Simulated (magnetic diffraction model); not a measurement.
## Magnetic neutron pattern of Cs4MnI4Br2

Space group P4/mnc (no. 128), a = 9.5470 Å, c = 10.4990 Å.

| site | atom | x | y | z |
| --- | --- | --- | --- | --- |
| 8g | Cs | 0.6473 | 0.8527 | 1/4 |
| 8h | I | 0.7065 | 0.1382 | 1/2 |
| 4e | Br | 1/2 | 1/2 | 0.7151 |
| 2b | Mn | 0 | 0 | 1/2 |

The compound is invented for this exercise: a known structure type with other elements, its cell scaled to their sizes and not relaxed.

Only Mn is taken to order (form factors of Mn2+); orders and moment sizes are assumed, and not adapted to the symmetry. Radiation: neutrons of λ = 2.567 Å, 3° to 45°; isotropic B of 0.3 Å² (Cs), 0.36 Å² (I), 0.39 Å² (Br) and 0.35 Å² (Mn). Simulated constant-wavelength pattern: nuclear and magnetic terms add, the magnetic one as |2.695 fm × Σ f S⊥ exp(2πi Q·r) exp(−B s²)|², summed over all Q at one angle with the factor 1/(sin²θ cos θ). For collinear order S is the moment m, which repeats by lattice and centring translations R with the sign exp(−2πi k·R). Free-ion form factors, Sears's scattering lengths of 1992, no absorption; a label names one of the reflections at its angle. The strongest nuclear line in the range is 100, and lines under 0.2 are left out.

Assume the order k = (0 0 0), collinear moments along [111], 3.11 μB on Mn; signs + at (0, 0, 1/2), − at (1/2, 1/2, 0).

Predict the pattern, nuclear and magnetic parts apart.

```csv
2θ (°),index,nuclear,magnetic
14.04,(0 0 1),0.0,20.2
15.45,(1 0 0),0.0,36.6
20.94,(1 0 1),6.5,0.0
21.92,(1 1 0),1.1,0.0
26.13,(1 1 -1),0.0,22.9
28.30,(0 0 2),34.1,0.0
31.20,(2 0 0),9.8,0.0
32.40,(1 0 2),0.0,13.3
34.36,(2 0 1),0.0,12.2
34.99,(2 1 0),2.0,11.9
36.09,(1 1 2),44.1,0.0
37.87,(2 1 1),83.2,0.0
42.62,(2 0 2),100.0,0.0
43.03,(0 0 3),0.0,1.6
44.70,(2 2 0),22.3,0.0
```

The strongest magnetic line in the range is (1 0 0) at 15.45° (36.6). On top of the Lorentz factor, which all lines share, magnetic lines fade with angle because f falls: for Mn2+ it is 0.90, 0.66, 0.41 and 0.12 at sin θ/λ = 0.1, 0.2, 0.3 and 0.5 Å⁻¹, while nuclear lengths stay constant. The order has no net moment.

[Logs are printed without paths, hosts, clocks, repeated set-up lines and the standing remarks that a program may print on its own settings, such as how far it seeks lower states.]
